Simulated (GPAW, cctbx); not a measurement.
# Bonding in Ag5Ir as X-rays see it

Aim: compute the bonding part of the density of Ag5Ir, find which reflections carry it, and see how it biases an ordinary refinement.

The start was made by putting kin elements into a known structure type; the compound need not exist, or be stable, in this form. All numbers below are calculated.

## 1. Find the equilibrium geometry

The density hangs on the geometry, so cell and atoms are relaxed first, with the symmetry held. The cutoff is set higher than for the density because stress converges slowly with plane waves.

Settings: GPAW 26.7.0, PBE, 570 eV, 5×5×5 k-points, Fermi–Dirac width 0.1 eV, BFGS to 0.03 eV/Å.

```text
cell
1.0
    -2.480000000    4.295486003    0.000000000
    -4.960000000    0.000000000    0.000000000
    -2.480000000    1.431828668    4.735666667
Ir Ag
1 5
Direct
0.000000000 0.000000000 0.000000000
0.500000000 0.827950000 0.500000000
0.827950000 0.172050000 0.500000000
0.172050000 0.500000000 0.500000000
0.669966667 0.669966667 0.990099999
0.330033333 0.330033333 0.009900001
```

```console
$ OMP_NUM_THREADS=1 mpirun -n 4 gpaw python run.py > gpaw.log
```

```text
BFGS:    0      -22.209804        0.332081
BFGS:    1      -22.216926        0.292272
BFGS:    2      -22.251521        0.147445
BFGS:    3      -22.253179        0.127060
...
BFGS:    6      -22.255943        0.049932
BFGS:    7      -22.256155        0.037349
BFGS:    8      -22.256194        0.027206
cell  4.9930 4.9930 5.5582  63.31 63.31 60.00
volume 102.601 A^3, largest force 0.011 eV/A, largest stress 0.25 GPa
```

After 8 steps the volume has changed by +1.7 % and the energy by -0.046 eV; the largest stress left is 0.25 GPa. It took 2.9 min on 4 cores of Arm Neoverse V1 (shared host), peak memory 1.1 GiB.

Relaxed structure: R32 (no. 155), a = 4.9930 Å, b = 4.9930 Å, c = 14.2568 Å, α = 90.00°, β = 90.00°, γ = 120.00°.

| atom | mult. | x | y | z |
| --- | --- | --- | --- | --- |
| Ir1 | 3 | 0 | 0 | 0 |
| Ag1 | 9 | 0.9944 | 2/3 | 1/6 |
| Ag2 | 6 | 1/3 | 2/3 | 0.0010 |

## 2. The all-electron density

X-rays see the whole electron density, so the PAW density is rebuilt with its core regions. Subtracting spherical free atoms from the same code cancels the cores and leaves the deformation density Δρ, the part due to bonding.

Settings: PBE, 450 eV, 6×6×6 k-points, Fermi–Dirac width 0.1 eV; primitive cell of 6 atoms.

```console
$ OMP_NUM_THREADS=1 mpirun -n 4 gpaw python run.py > gpaw.log
```

```text
|iter:   1|       0s |  -25.829069 | -0.24 |       |
|iter:   2|       3s |  -24.177471 | -1.98 | -1.22 |
|iter:   3|       6s |  -22.273441 | -1.66 | -1.31 |
...
|iter:   9|      25s |  -22.153258c| -6.09 | -3.82 |
|iter:  10|      28s |  -22.153259c| -7.12 | -4.43c|
|iter:  11|      31s |  -22.153256c| -7.76c| -4.85c|
```

```text
gpts.py:43: UserWarning: Initial realspace grid (25,25,28) inconsistent with symmetries.
gpts.py:43: UserWarning: Initial realspace grid (25,25,28) inconsistent with symmetries.
gpts.py:43: UserWarning: Initial realspace grid (25,25,28) inconsistent with symmetries.
gpts.py:43: UserWarning: Initial realspace grid (25,25,28) inconsistent with symmetries.
gpts.py:70: UserWarning: Using symmetrized grid: (28,28,28).
gpts.py:70: UserWarning: Using symmetrized grid: (28,28,28).
gpts.py:70: UserWarning: Using symmetrized grid: (28,28,28).
gpts.py:70: UserWarning: Using symmetrized grid: (28,28,28).
grid (56, 56, 56)  electrons 312.000  moved by bonding 1.246 e
deformation density beyond 0.5 A of the nuclei: max 0.102, min -0.129 e/A^3
atom        x       y       z   Voronoi charge  moment
Ir1    0.0000  0.0000  0.0000     -0.299       0.00
Ag2    0.5000  0.8390  0.5000      0.058       0.00
Ag3    0.8390  0.1610  0.5000      0.058       0.00
Ag4    0.1610  0.5000  0.5000      0.058       0.00
Ag5    0.6657  0.6657  0.0030      0.063       0.00
Ag6    0.3343  0.3343  0.9970      0.063       0.00
mean inner potential of superposed free atoms 25.299 V
total magnetic moment 0.000 muB
```

Deformation density in a plane through the shortest contact of the Ag atom at the origin, in 0.01 e/Å³ (clipped at ±99); x from -1.6 to 4.5 Å, y from 2.4 down to -2.4 Å:

```text
  .   .  -6  -1   2  -2  -7   .   .  -7  -2   2   0  -6   .   .
 -8  -7  -5   1   2   0  -6  -7  -6  -6   0   2   1  -5  -6   .
 -2  -2   1   2   2   2   0  -5  -5   0   2   2   2   0  -5  -6
  2   2   2   1   1   2   2   2   2   2   2   1   1   2   2   1
  2   2   1  -4  -6  -4   1   2   2   1  -4  -6  -5   1   2   2
  2   1  -4  -9   .  -6  -4   2   2  -4  -7   .  -7  -5   2   2
  2   1  -5   .   .   .  -6   2   2  -6   .   .   .  -6   1   2
  2   1  -5  -6   .  -8  -4   2   1  -4  -7   .  -7  -5   1   2
  2   2   0  -5  -6  -4   1   2   2   1  -4  -5  -4   0   2   2
  1   1   2   2   1   2   2   1   1   2   1   1   1   2   2   2
 -6  -5   0   2   2   2  -1  -4  -3   1   2   2   2   1  -2  -3
  .  -7  -6   1   2  -1  -6  -6  -7  -5   1   2   1  -5  -7  -6
  .   .  -6   0   2  -3  -7   .   .  -6   0   2  -1  -7   .   .
```

Atoms in or within 0.15 Å of the plane: Ag (0.0, 0.0), Ag (4.4, 2.4), Ag (-1.5, -2.4), Ag (2.9, 0.0) Å. Dots mark points within about 0.45 Å of a nucleus; large values next to them are atomic features.

Ir gains most (-0.30 e) and Ag loses most (+0.06 e), in averages over each element's sites, as electronegativity suggests. Along the shortest contact from the Ag atom at the map's origin, Ag–Ag at 2.86 Å, Δρ is +0.02 e/Å³ at the midpoint: little piles up between the atoms. At the midpoints of other shortest contacts it is +0.03 (Ir–Ag, 2.88 Å) e/Å³. Point values carry grid noise of about 0.01 e/Å³. The run needed 11 iterations, 44 s.

## 3. Structure factors

The Fourier components of Δρ, added to those of the free atoms, give the static X-ray structure factors; the Mott–Bethe relation turns them into the Fourier components V of the potential that fast electrons feel.

```text
static structure factors of the conventional cell: F in electrons, V (Mott-Bethe) in volts
   h  k  l      d  |F| table  |F| free   |F| DFT   change   |V| free  |V| DFT  change %
   0  0  3  4.7523    86.390    86.458    87.250    0.793     1.175    0.909    -22.7
   1  0  1  4.1379    91.975    92.050    92.898    0.848     1.278    1.062    -16.9
   1  0 -2  3.6971    79.740    79.826    80.629    0.803     0.942    0.779    -17.3
   1  0  4  2.7503    69.935    69.999    70.545    0.545     0.616    0.554    -10.0
   1  1  0  2.4965   390.008   389.366   388.518   -0.848     7.905    7.988      1.0
   1  0 -5  2.3804    93.491    93.464    93.796    0.333     1.070    1.042     -2.6
   0  0  6  2.3761   755.895   754.573   752.471   -2.102    15.237   15.414      1.2
   1  1  3  2.2101   640.205   639.092   637.409   -1.683    12.536   12.659      1.0
   2  0 -1  2.1376    64.658    64.650    64.960    0.310     0.422    0.401     -5.0
   2  0  2  2.0690    94.675    94.601    94.836    0.235     1.024    1.009     -1.5
   2  0 -4  1.8485    86.002    85.918    85.987    0.070     0.802    0.798     -0.4
   1  0  7  1.8425    76.183    76.113    76.217    0.104     0.610    0.604     -0.9
   2  0  5  1.7228    69.504    69.427    69.490    0.063     0.464    0.462     -0.6
   1  1  6  1.7212   340.876   340.480   340.128   -0.352     5.921    5.936      0.3
```

The largest X-ray change is -2.10 e on 006, 0.3 % of |F|. For electrons V goes as (Z − F)/g², so a change of F counts against Z − F, which is small at low angle and wherever the atoms' terms cancel: |V| of 003 moves by -22.7 % (1.18 to 0.91 V) against +0.9 % in |F|. The tabulated Hartree–Fock atoms differ from the free DFT atoms by up to 1.32 e, so the choice of reference atom matters too.

## 4. The functional ladder

The same geometry is run with other functionals, to see whether the bonding signal is larger than the spread between approximations. Free atoms are LDA for LDA and PBE otherwise. Any other changed setting is in the row's label.

```csv
run,ΔF 006 (e),ΔF 113 (e),ΔF 101 (e),q(Ir) (e),moved (e),time
PBE,-2.102,-1.683,+0.848,-0.299,1.246,44 s
LDA,-2.159,-1.749,+0.815,-0.285,1.243,42 s
revPBE,-2.006,-1.597,+0.861,-0.307,1.222,44 s
```

At the base's settings ΔF(006) spans -2.159 to -2.006 e, a spread of 7 % of the PBE value; over the three listed reflections the spread is at most 9 %, so sign and size hold across the functionals. Times are from shared hosts.

## 5. Refining ordinary atoms against data with bonding

Routine crystallography fits spherical atoms. To see the bias, intensities are simulated from tabulated atoms plus the DFT change ΔF, so that bonding alone can misfit (6736 reflections of the full sphere, merged to the counts below, to 0.4 Å, 1 % proportional noise plus counting noise, assumed isotropic U as listed, Δρ smeared by the mean U) and refined with cctbx over different ranges.

| range | data | R1 | GooF | U Ir1 (true 0.0038) | U Ag1 (true 0.0046) | U Ag2 (true 0.0046) | largest shift (Å) | Δρ max, min (e/Å³) |
| --- | --- | --- | --- | --- | --- | --- | --- | --- |
| all data | 1136 | 0.0067 | 0.93 | 0.0038 | 0.0046 | 0.0046 | 0.0001 | 0.59, -0.71 |
| low resolution, d > 0.84 | 125 | 0.0039 | 0.96 | 0.0038 | 0.0045 | 0.0045 | 0.0002 | 0.26, -0.14 |
| high order, d < 0.75 | 960 | 0.0078 | 0.93 | 0.0038 | 0.0046 | 0.0046 | 0.0001 | 0.51, -0.60 |
| occupancies free, d > 0.7 | 213 | 0.0043 | 0.91 | 0.0038 | 0.0044 | 0.0045 | 0.0001 | 0.24, -0.24 |

With all data GooF is 0.93, so at this noise the bonding hardly shows; the top residual peak lies 1.05 Å from Ag and 1.83 Å from Ag. No U is off by more than 3 s.u. at low resolution. With Ir1 held at 1 and the scale free, the other occupancies refine to Ag1 0.997(0.002) and Ag2 0.998(0.001), within three s.u. of full.

## 6. Answer

Bonding moves 1.25 e in the primitive cell of Ag5Ir and changes the structure factors of the conventional cell in the table above by at most 2.10 e (006, 0.3 %), and among reflections above 2 % of the strongest by up to 1.0 % (1 0 -2). The shortest bond, Ag–Ag, has Δρ = +0.02 e/Å³ at its midpoint. At the base's settings ΔF(006) spans -2.159 to -2.006 e, a spread of 7 % of the PBE value; over the three listed reflections the spread is at most 9 %, so sign and size hold across the functionals. With all data GooF is 0.93, so at this noise the bonding hardly shows. Limits: static density, frozen cores, no spin–orbit coupling.

[Outputs are excerpts: Python notices, other lines and further rows are left out; steps that failed or that the build refused (PBEsol, TPSS) are not shown.]

[Logs are printed without paths, hosts, clocks, repeated set-up lines and the standing remarks that a program may print on its own settings, such as how far it seeks lower states.]
